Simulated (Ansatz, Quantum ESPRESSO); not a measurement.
# Au (fcc): bulk modulus from a few volumes

How stiff is fcc Au under hydrostatic load? Each row scales the relaxed cell evenly and relaxes the atoms. The phase is followed to these pressures whether or not it stays the stable one.

Calculated with Ansatz 0.2.0, PBEsol, PAW files of the set soft_1, cutoff 600 eV, Fermi–Dirac smearing 0.05 eV, k-mesh 18×18×18, no spin polarisation, no spin-orbit coupling.

Reference cell, relaxed at zero pressure with PBEsol (Fm-3m): a = 2.8874 Å, b = 2.8874 Å, c = 2.8874 Å, α = 60.00°, β = 60.00°, γ = 60.00°.

```csv
atom,x,y,z
Au,0.0000,0.0000,0.0000
```

| V (Å³/atom) | V/V0 | P (GPa) | E − E0 (meV/atom) |
| --- | --- | --- | --- |
| 16.0014 | 0.9400 | 12.914 | 38.4 |
| 16.3419 | 0.9600 | 8.017 | 16.3 |
| 16.6823 | 0.9800 | 3.737 | 3.9 |
| 17.3632 | 1.0200 | −3.281 | 3.6 |
| 18.0441 | 1.0600 | −8.641 | 29.4 |

V0 = 17.0228 Å³ an atom, where the residual pressure P0 is −0.005 GPa. **Question.** Fit the Birch–Murnaghan law and give the pressure and the energy at V = 17.7037 Å³ an atom, a row left out above.

With the Eulerian strain f = ½[(V0/V)^(2/3) − 1] and F = (P − P0)/[3f(1 + 2f)^(5/2)], the third-order law is the line F = B0 + (3/2) B0 (B′ − 4) f.

```
       f  F (GPa)
 0.02106   184.47
 0.01379   181.10
 0.00678   177.86
−0.00656   172.14
−0.01905   166.53
```

A straight line through the 5 rows: the means are 0.003204 for f and 176.42 for F, Σ(Δx)² = 0.001034 and ΣΔxΔy = 0.4603, so the slope is 0.4603/0.001034 = 445.06 and the intercept 176.42 − (445.06)(0.003204) = 174.99.

Hence B0 = 175.0 GPa and B′ = 4 + (445.1)/(1.5 × 175.0) = 5.70. For the withheld volume f = −0.01290, F = 169.25 GPa and P = −6.14 GPa. The run itself gives −6.14 GPa, so the estimate misses by 0.00 GPa, a rounding's worth.

Integrating the same law gives E − E0 = (9/2) B0 V0 f²[1 + (B′ − 4) f] + P0(V0 − V), with 1 GPa Å³ = 6.2415 meV: 13.6 meV an atom. The run itself gives 13.7 meV, so the estimate misses by 0.1 meV, a rounding's worth.

The same fit over all rows at other levels or in other programs gives B0 = 177 GPa with PBEsol (Quantum ESPRESSO, GBRV).

Measured bulk modulus: 166 GPa (arxiv:2302.10659), against 175 GPa here (+5 %).

The calculation is for a static lattice, while measurements hold thermal and zero-point motion.

[Logs are printed without paths, hosts, clocks, repeated set-up lines and the standing remarks that a program may print on its own settings, such as how far it seeks lower states.]
